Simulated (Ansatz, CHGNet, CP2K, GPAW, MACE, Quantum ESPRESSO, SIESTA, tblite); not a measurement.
**Running phosphorene, 3 layers, N on P sites (72 atoms) with SIESTA**

How do the settings of SIESTA change the result for phosphorene, 3 layers, N on P sites (72 atoms)? A plane-wave run serves as the yardstick.

Method: the method is named at each step, in SIESTA 5.4.2.

## 1. The structure

The cell holds 72 atoms: 48 P and 24 N. Cell: a = 10.340 Å, b = 9.102 Å, c = 29.176 Å, α = 90.0°, β = 90.0°, γ = 90.0°. It derives from P (phosphorene). 3 layers of phosphorene (a = 3.314 Å), 3 x 2 cells, biaxial strain +4 %, every second layer slid by 0.500 of a1; facing planes 3.38, 3.4 Å apart; 16 Å of vacuum; 24 of 72 P replaced by N at random; displaced by a Gaussian of 0.02 Å. Then every atom was moved at random, 0.02 Å r.m.s. a Cartesian component. Regions: layer 1, 24 atoms (18 P and 6 N); layer 2, 24 atoms (9 N and 15 P); layer 3, 24 atoms (9 N and 15 P). Vacuum lies along c.

The yardstick, on the same geometry:

| Quantity | Value |
| --- | --- |
| method | Kohn-Sham DFT, PBE, PAW, plane waves (Ansatz 0.2.0); cutoff 420 eV, Γ point, fermi-dirac smearing of 0.05 eV; PAW set soft_2 |
| r.m.s. force component | 1.578 eV/Å |
| longest force | 3.85 eV/Å |
| spacing of highest filled and lowest empty level | 0.3862 eV |
| SCF cycles | 15 |
| time | 29 s on 4 threads of Arm Neoverse V1, shared host |
| CPU time | 1.9 min |

## 2. PBE, DZP, shift 0.01 Ry, mesh 500 Ry

Method: Kohn-Sham DFT, PBE, PseudoDojo 0.4.1 norm-conserving pseudopotentials (converted to PSML), numerical atomic orbitals (DZP), diagonalisation.

The .psml files are PseudoDojo norm-conserving potentials that we converted to this format, checked against plane waves on the same files for H, C, O, Si, Ge and Ca alone.

Input file input.fdf:

```
SystemLabel cell
NumberOfAtoms 72
NumberOfSpecies 2
%block ChemicalSpeciesLabel
  1 15 P
  2 7 N
%endblock ChemicalSpeciesLabel
LatticeConstant 1.0 Ang
%block LatticeVectors
  10.33970 0.00000 0.00000
  0.00000 9.10210 0.00000
  0.00000 0.00000 29.17600
%endblock LatticeVectors
PAO.BasisSize DZP
PAO.EnergyShift 0.01 Ry
XC.Functional GGA
XC.Authors PBE
MeshCutoff 500 Ry
%block kgrid_Monkhorst_Pack
  1 0 0 0.0
  0 1 0 0.0
  0 0 1 0.0
%endblock kgrid_Monkhorst_Pack
SolutionMethod diagon
OccupationFunction FD
ElectronicTemperature 580 K
SCF.Mixer.Method Pulay
SCF.Mixer.Weight 0.05
SCF.Mixer.History 8
SCF.Mix Hamiltonian
MaxSCFIterations 300
SCF.DM.Tolerance 1e-04
SCF.H.Tolerance 1.0e-3 eV
WriteForces T
Write.HirshfeldPop T
Write.VoronoiPop T
Write.DM F
Write.H F
XML.Write F
AtomicCoordinatesFormat Fractional
%block AtomicCoordinatesAndAtomicSpecies
  0.99481 0.04209 0.34796 1
  0.00049 0.95781 0.27441 1
  0.17120 0.20782 0.34874 2
  0.16800 0.29084 0.27188 1
  0.99838 0.53694 0.34699 1
  0.99876 0.45609 0.27314 1
  0.16999 0.70774 0.34744 1
  0.17123 0.79421 0.27364 1
  0.33417 0.03473 0.34767 1
  0.33423 0.95896 0.27314 1
  0.50178 0.21276 0.34863 1
  0.50288 0.29094 0.27336 1
  0.33441 0.54758 0.34716 1
  0.33878 0.46724 0.27498 2
  0.49867 0.71064 0.34718 2
  0.49888 0.79477 0.27484 1
  0.66669 0.04052 0.34773 1
  0.66236 0.96222 0.27232 1
  0.83688 0.21246 0.34761 2
  0.83854 0.29079 0.27275 1
  0.66844 0.54077 0.34687 1
  0.66314 0.46123 0.27458 2
  0.82824 0.71212 0.34570 2
  0.83251 0.78872 0.27383 1
  0.16401 0.04048 0.53558 2
  0.17114 0.95408 0.46411 2
  0.33019 0.20852 0.53856 1
  0.33299 0.29515 0.46330 2
  0.16325 0.53702 0.53803 1
  0.16717 0.46241 0.46296 1
  0.33604 0.70989 0.53785 1
  0.32894 0.78636 0.46349 1
  0.49807 0.03948 0.53646 2
  0.49862 0.95910 0.46128 1
  0.66437 0.21202 0.53632 1
  0.66843 0.28991 0.46220 1
  0.50181 0.54072 0.53759 1
  0.50187 0.45655 0.46409 1
  0.66684 0.70423 0.53479 2
  0.66844 0.79011 0.46291 1
  0.83276 0.03715 0.53682 2
  0.83126 0.96008 0.46269 1
  0.99941 0.21092 0.53732 1
  0.00162 0.28946 0.46289 1
  0.83440 0.54319 0.53806 2
  0.83410 0.46054 0.46256 2
  0.99888 0.71250 0.53641 1
  0.99532 0.79102 0.46493 2
  0.99511 0.03888 0.72518 2
  0.00109 0.96161 0.65350 1
  0.16915 0.20988 0.72572 2
  0.16605 0.29444 0.65135 1
  0.00133 0.54319 0.72644 1
  0.00353 0.46526 0.65417 1
  0.16849 0.71381 0.72655 2
  0.16890 0.78808 0.65257 1
[... 12 atom lines left out ...]
  0.66494 0.54009 0.72563 1
  0.66646 0.45775 0.65445 2
  0.83297 0.71243 0.72531 1
  0.83253 0.79226 0.65363 2
%endblock AtomicCoordinatesAndAtomicSpecies
```

Run with:

```console
$ OMP_NUM_THREADS=1 mpirun -np 2 siesta < input.fdf > output.txt
```

Output:

```text
Version         : 5.4.2
reinit: System Name:
reinit: System Label: cell
initatom: Reading input for the pseudopotentials and atomic orbitals ----------
Species number:   1 Atomic number:   15 Label: P
Species number:   2 Atomic number:    7 Label: N
Ground state valence configuration (from tables):   3s02  3p03  3d00  4f00
Ground state valence configuration (from tables):   2s02  2p03  3d00  4f00
---- Processing specs for species: P
GGA--PBE XC_GGA_X_PBE--XC_GGA_C_PBE pb
---- Processing specs for species: N
GGA--PBE XC_GGA_X_PBE--XC_GGA_C_PBE pb
P pseudopotential only contains V_ls up to l=2 -- lmxkb reset.
N pseudopotential only contains V_ls up to l=1 -- lmxkb reset.
Using PAO.SplitTailNorm
%block ChemicalSpeciesLabel
    1   15 P                       # Species index, atomic number, species label
    2    7 N                       # Species index, atomic number, species label
%endblock ChemicalSpeciesLabel
%block PAO.Basis                 # Define Basis set
P                     2                    # Species label, number of l-shells
 n=3   0   2                         # n, l, Nzeta
   4.859      3.414
   1.000      1.000
 n=3   1   2 P   1                   # n, l, Nzeta, Polarization, NzetaPol
   6.081      4.321
   1.000      1.000
N                     2                    # Species label, number of l-shells
 n=2   0   2                         # n, l, Nzeta
   3.944      2.617
   1.000      1.000
 n=2   1   2 P   1                   # n, l, Nzeta, Polarization, NzetaPol
   4.781      3.167
   1.000      1.000
%endblock PAO.Basis
coor:   Atomic-coordinates input format  =     Fractional
siesta: System type = slab
initatomlists: Number of atoms, orbitals, and projectors:     72   936  1056
siesta: ******************** Simulation parameters ****************************
Total number of electrons:   360.000000
Total ionic charge:   360.000000
 Kpoints in:            1 . Kpoints trimmed:            1
siesta: k-grid: Number of k-points = 1
siesta: k-points from Monkhorst-Pack grid
siesta: k-cutoff (effective) =     4.551 Ang
siesta: k-point supercell and displacements
siesta: k-grid:     1     0     0      0.000
siesta: k-grid:     0     1     0      0.000
siesta: k-grid:     0     0     1      0.000
                     ====================================
                        Single-point calculation
                     ====================================
outcell: Unit cell vectors (Ang):
       10.339700    0.000000    0.000000
        0.000000    9.102100    0.000000
        0.000000    0.000000   29.176000
outcell: Cell vector modules (Ang)   :   10.339700    9.102100   29.176000
outcell: Cell angles (23,13,12) (deg):     90.0000     90.0000     90.0000
outcell: Cell volume (Ang**3)        :   2745.8404
Gamma-point calculation with multiply-connected orbital pairs
Gamma-point calculation with multiply-connected orbital pairs
Folding of H and S implicitly performed
Folding of H and S implicitly performed
new_DM -- step:     1
Initializing Density Matrix...
Attempting to read DM from file... Failed...
DM filled with atomic data:
InitMesh: MESH = 144 x 128 x 400 = 7372800
InitMesh: Mesh cutoff (required, used) =   500.000   519.482 Ry
stepf: Fermi-Dirac step function
        iscf     Eharris(eV)        E_KS(eV)     FreeEng(eV)     dDmax    Ef(eV) dHmax(eV)
   scf:    1   -15718.520830   -15661.681885   -15661.733332  0.787147 -4.622687  9.054040
   scf:    2   -15709.229865   -15688.019074   -15688.037942  0.080156 -4.575425  5.125006
   scf:    3   -15713.792589   -15706.807685   -15706.816813  0.149764 -4.519366  2.142645
   scf:    4   -15708.815537   -15707.910581   -15707.919590  0.026401 -4.537018  1.662512
   scf:    5   -15709.928022   -15709.149435   -15709.160117  0.057341 -4.616561  0.990657
   scf:    6   -15709.871583   -15709.593314   -15709.607903  0.032722 -4.705104  0.572532
[...]
scf:   20   -15709.775668   -15709.775678   -15709.792526  0.000082 -4.756197  0.001296
   scf:   21   -15709.775649   -15709.775664   -15709.792528  0.000093 -4.755899  0.001066
   scf:   22   -15709.775659   -15709.775661   -15709.792529  0.000038 -4.755889  0.000647
SCF Convergence by DM+H criterion
max |DM_out - DM_in|         :     0.0000379072
max |H_out - H_in|      (eV) :     0.0006471521
SCF cycle converged after 22 iterations
Using DM_out to compute the final energy and forces
siesta: E_KS(eV) =           -15709.7757
siesta: E_KS - E_eggbox =    -15709.7757
siesta: Atomic forces (eV/Ang):
     1    0.183700    2.578458   -0.144161
     2   -0.214219    0.054617    0.410362
     3   -0.210510   -1.904294   -2.684753
     4    1.233206    0.907186    2.823606
     5   -0.880177    1.346588   -0.144556
     6    0.332970    0.032440    0.491781
[...]
70   -0.191242   -1.777735    2.240590
    71   -0.053523    0.091101   -2.536741
    72    0.057577    2.005962    2.466098
----------------------------------------
   Tot    0.004436   -0.000667   -0.000519
----------------------------------------
   Max    2.991479
   Res    1.520476    sqrt( Sum f_i^2 / 3N )
----------------------------------------
   Max    2.991479    constrained
Stress tensor Voigt[x,y,z,yz,xz,xy] (kbar):       96.55      101.03       84.38       -2.09       -0.74        0.28
(Free)E + p*V (eV/cell)   -15870.8687
Target enthalpy (eV/cell)   -15709.7925
siesta: Program's energy decomposition (eV):
siesta: Ebs     =     -3799.654528
siesta: Eions   =     28196.817881
siesta: Ena     =      8531.791615
siesta: Ekin    =      7181.376820
siesta: Enl     =       902.257987
siesta: DEna    =       294.352766
siesta: DUscf   =        13.530123
siesta: Ex      =     -4030.979801
siesta: Ec      =      -405.287290
siesta: Exc     =     -4436.267091
siesta: Eharris =    -15709.775659
siesta: Etot    =    -15709.775661
siesta: FreeEng =    -15709.792529
siesta: Final energy (eV):
siesta:  Band Struct. =   -3799.654528
siesta:       Kinetic =    7181.376820
siesta:       Hartree =   62815.495711
siesta:         Exch. =   -4030.979801
siesta:         Corr. =    -405.287290
siesta:   Exch.-corr. =   -4436.267091
siesta:  Ion-electron = -131803.236984
siesta:       Ion-ion =   50532.855883
siesta:         Total =  -15709.775661
siesta:         Fermi =      -4.755889
siesta: Stress tensor (static) (eV/Ang**3):
siesta:     0.060261    0.000172   -0.000461
siesta:     0.000172    0.063059   -0.001304
siesta:    -0.000461   -0.001304    0.052666
siesta: Cell volume =       2745.840403 Ang**3
siesta: Pressure (static):
siesta:                Solid            Molecule  Units
siesta:          -0.00063891         -0.00032800  Ry/Bohr**3
siesta:          -0.05866188         -0.03011539  eV/Ang**3
siesta:         -93.98670108        -48.25017536  kBar
    Orbital volume contribution        =          31.604978 eV
    (Free)E + p_basis*V_orbitals       =      -15678.187551 eV
    (Free)Eharris+ p_basis*V_orbitals  =      -15678.187548 eV
siesta: Electric dipole (a.u.)  =    0.000000    0.000000   -1.539629
siesta: Electric dipole (Debye) =    0.000000    0.000000   -3.913346
Hirshfeld Atomic Populations:
Atom #   charge [q] valence [e]  Species
     1     0.123712    4.876288  P
     2    -0.019691    5.019691  P
     3    -0.182646    5.182646  N
     4     0.108384    4.891616  P
     5     0.093137    4.906863  P
     6     0.007448    4.992552  P
     7     0.011773    4.988227  P
[...]
14    -0.186573    5.186573  N
    15    -0.192157    5.192157  N
[...]
19    -0.179216    5.179216  N
[...]
22    -0.185983    5.185983  N
    23    -0.181371    5.181371  N
[...]
--------------------
 Total     0.000003
Voronoi Atomic Populations:
Atom #   charge [q] valence [e]  Species
[...]
67    -0.200415    5.200415  N
    68     0.188279    4.811721  P
    69     0.186907    4.813093  P
    70    -0.264316    5.264316  N
    71     0.091565    4.908435  P
    72    -0.233488    5.233488  N
--------------------
 Total     0.000003
```

Run time: 3.6 min. Hardware: 2 MPI ranks of Arm Neoverse V1, shared host; peak memory 2.4 GiB; 7.1 min of CPU time.

Banners, paths, timers and routine set-up lines are dropped from the logs unmarked, and long logs keep their key lines alone; longer cuts are marked.

Against the reference:

```
r.m.s. force component                  : 1.52 eV/Å
r.m.s. difference of force components   : 133.4 meV/Å
longest difference of force vectors     : 335.3 meV/Å
force difference over r.m.s. force      : 8.452 %
slope of forces against the reference's : 0.9606
correlation of force components         : 0.997
```

Length of the force difference by element (eV/Å):

```csv
element,atoms,mean,most
N,24,0.17,0.25
P,48,0.25,0.34
```

The surroundings of N55, which bears the longest force, nearest first, numbered as they follow in the input and with coordinates relative to it.

| atom | x | y | z | distance (Å) | Hirshfeld charge (e) | Fx | Fy | Fz (eV/Å) |
| --- | --- | --- | --- | --- | --- | --- | --- | --- |
| N55 | 0.00 | 0.00 | 0.00 | 0.00 | -0.17 | 0.27 | -2.27 | -2.93 |
| P56 | 0.00 | 0.68 | -2.16 | 2.26 | 0.07 | -0.27 | 0.06 | 2.62 |
| P61 | 1.68 | -1.57 | -0.05 | 2.30 | 0.19 | 0.18 | 1.86 | -2.17 |
| P53 | -1.73 | -1.55 | 0.00 | 2.32 | 0.08 | 0.95 | 1.40 | 0.19 |
| P57 | 1.75 | 2.96 | -0.02 | 3.44 | 0.14 | -0.25 | 2.73 | -0.35 |
| N63 | 3.45 | -0.08 | 0.00 | 3.45 | -0.19 | -0.25 | -2.03 | -2.68 |
| N49 | -1.79 | 2.96 | -0.04 | 3.46 | -0.09 | -0.01 | 1.58 | -2.68 |
| P71 | -3.47 | -0.01 | -0.04 | 3.47 | 0.06 | -0.05 | 0.09 | -2.54 |
| P54 | -1.71 | -2.26 | -2.11 | 3.53 | 0.01 | -0.25 | -0.44 | -0.18 |
| P50 | -1.73 | 2.26 | -2.13 | 3.55 | 0.10 | -1.25 | -0.59 | 2.51 |
| P58 | 1.73 | 2.23 | -2.17 | 3.56 | 0.00 | -0.13 | -0.09 | 0.44 |
| N62 | 1.72 | -2.33 | -2.17 | 3.62 | -0.19 | -0.02 | -1.71 | 2.46 |

Forces lie 8.5 % from the reference's, at 3.8 times its CPU time (on 2 against 4 cores).

## 3. PBE, TZP, shift 0.01 Ry, mesh 500 Ry

Method: Kohn-Sham DFT, PBE, PseudoDojo 0.4.1 norm-conserving pseudopotentials (converted to PSML), numerical atomic orbitals (TZP), diagonalisation.

Changes to input.fdf since step 2:

```diff
@@ -13,3 +13,3 @@
 %endblock LatticeVectors
-PAO.BasisSize DZP
+PAO.BasisSize TZP
 PAO.EnergyShift 0.01 Ry
```

Output:

```text
Version         : 5.4.2
reinit: System Name:
reinit: System Label: cell
initatom: Reading input for the pseudopotentials and atomic orbitals ----------
Species number:   1 Atomic number:   15 Label: P
Species number:   2 Atomic number:    7 Label: N
Ground state valence configuration (from tables):   3s02  3p03  3d00  4f00
Ground state valence configuration (from tables):   2s02  2p03  3d00  4f00
---- Processing specs for species: P
GGA--PBE XC_GGA_X_PBE--XC_GGA_C_PBE pb
---- Processing specs for species: N
GGA--PBE XC_GGA_X_PBE--XC_GGA_C_PBE pb
[... lines left out ...]
stepf: Fermi-Dirac step function
        iscf     Eharris(eV)        E_KS(eV)     FreeEng(eV)     dDmax    Ef(eV) dHmax(eV)
[... lines left out ...]
SCF Convergence by DM+H criterion
[... lines left out ...]
SCF cycle converged after 21 iterations
[... lines left out ...]
   Max    3.028505
[... lines left out ...]
   Max    3.028505    constrained
Stress tensor Voigt[x,y,z,yz,xz,xy] (kbar):       97.65      102.18       84.89       -2.18       -0.72        0.27
[... lines left out ...]
siesta: FreeEng =    -15712.980923
[... lines left out ...]
siesta:         Fermi =      -4.745891
siesta: Stress tensor (static) (eV/Ang**3):
siesta:     0.060951    0.000168   -0.000451
siesta:     0.000168    0.063777   -0.001358
siesta:    -0.000451   -0.001358    0.052984
siesta: Cell volume =       2745.840403 Ang**3
siesta: Pressure (static):
siesta:                Solid            Molecule  Units
siesta:          -0.00064518         -0.00032944  Ry/Bohr**3
siesta:          -0.05923740         -0.03024817  eV/Ang**3
siesta:         -94.90877381        -48.46291106  kBar
    Orbital volume contribution        =          39.487361 eV
    (Free)E + p_basis*V_orbitals       =      -15673.493561 eV
    (Free)Eharris+ p_basis*V_orbitals  =      -15673.493551 eV
siesta: Electric dipole (a.u.)  =    0.000000    0.000000   -1.550092
siesta: Electric dipole (Debye) =    0.000000    0.000000   -3.939942
Hirshfeld Atomic Populations:
Atom #   charge [q] valence [e]  Species
     1     0.127496    4.872504  P
     2    -0.020795    5.020795  P
     3    -0.187046    5.187046  N
     4     0.112123    4.887877  P
[...]
14    -0.191208    5.191208  N
    15    -0.196876    5.196876  N
[...]
--------------------
 Total     0.000011
Voronoi Atomic Populations:
Atom #   charge [q] valence [e]  Species
[...]
69     0.190632    4.809368  P
    70    -0.268960    5.268960  N
    71     0.092582    4.907418  P
    72    -0.237568    5.237568  N
--------------------
 Total     0.000011
```

It took 4.3 min on 2 MPI ranks; peak memory 2.6 GiB.

Against the reference:

| Property | Result |
| --- | --- |
| r.m.s. force component | 1.544 eV/Å |
| r.m.s. difference of force components | 121.1 meV/Å |
| longest difference of force vectors | 333.9 meV/Å |
| force difference over r.m.s. force | 7.676 % |
| slope of forces against the reference's | 0.9756 |
| correlation of force components | 0.9972 |

Against the first run (8.5 %), the force difference from the reference is 7.7 %, at 1.2 times the CPU time, with 1224 basis functions against 936.

## 4. All runs compared

Differences are against the plane-wave reference, forces as r.m.s. over components; share is that over the reference's r.m.s. force, slope the least-squares factor from reference forces to these. Total energies of different programs have different zeros and aren't compared.

```csv
run,"Δ force, r.m.s. (meV/Å)",share (%),slope,cores,CPU time,memory (GiB)
reference,-,-,-,4,1.9 min,2.3
"SIESTA PBE, DZP, shift 0.01 Ry, mesh 500 Ry",133,8.45,0.961,2,7.1 min,2.4
"SIESTA PBE, TZP, shift 0.01 Ry, mesh 500 Ry",121,7.68,0.976,2,8.5 min,2.6
```

CPU time is summed over cores on a shared host, where runs went side by side, so it is rough. Symmetry, cutoffs, thresholds, outputs and thread counts weren't matched or tuned between programs; memory under MPI is the largest rank's times the ranks.

Mean charges by element (e), by run and scheme:

```csv
run,scheme,P,N
reference,Löwdin,+0.28,-0.42
"SIESTA PBE, DZP, shift 0.01 Ry, mesh 500 Ry",Hirshfeld,+0.08,-0.16
"SIESTA PBE, TZP, shift 0.01 Ry, mesh 500 Ry",Hirshfeld,+0.08,-0.16
```

The reference's Löwdin charges lack the electrons that the projection spills, 0.048 e an atom on average.

## 5. What came out

```yaml
nearest_in_forces: SIESTA PBE, TZP, shift 0.01 Ry, mesh 500 Ry, 7.7 %
its_cpu_time: 8.5 min
```

The PBE runs in local orbitals differ by 7.7 % (SIESTA PBE, TZP, shift 0.01 Ry, mesh 500 Ry) to 8.5 % (SIESTA PBE, DZP, shift 0.01 Ry, mesh 500 Ry); basis, grid and potentials can all enter. None of the electronic-structure runs in the table takes under half the reference's CPU time of 1.9 min; they take 3.8 to 4.5 times as much. Charges hang on scheme and program or settings: among these rows the mean for N runs from -0.42 to -0.16 e. The electronic-structure runs sample only Γ, in a cell whose shortest periodic width is 9 Å.

[Also dropped from logs without a mark: logging warnings of Python, and SIESTA's first energy breakdown and zero terms.]

[Logs are printed without paths, hosts, clocks, repeated set-up lines and the standing remarks that a program may print on its own settings, such as how far it seeks lower states.]

[Hosts, paths, dates, database ids (printed as entryN), source tags and the programs' standing remarks are cut or masked in the printed files.]
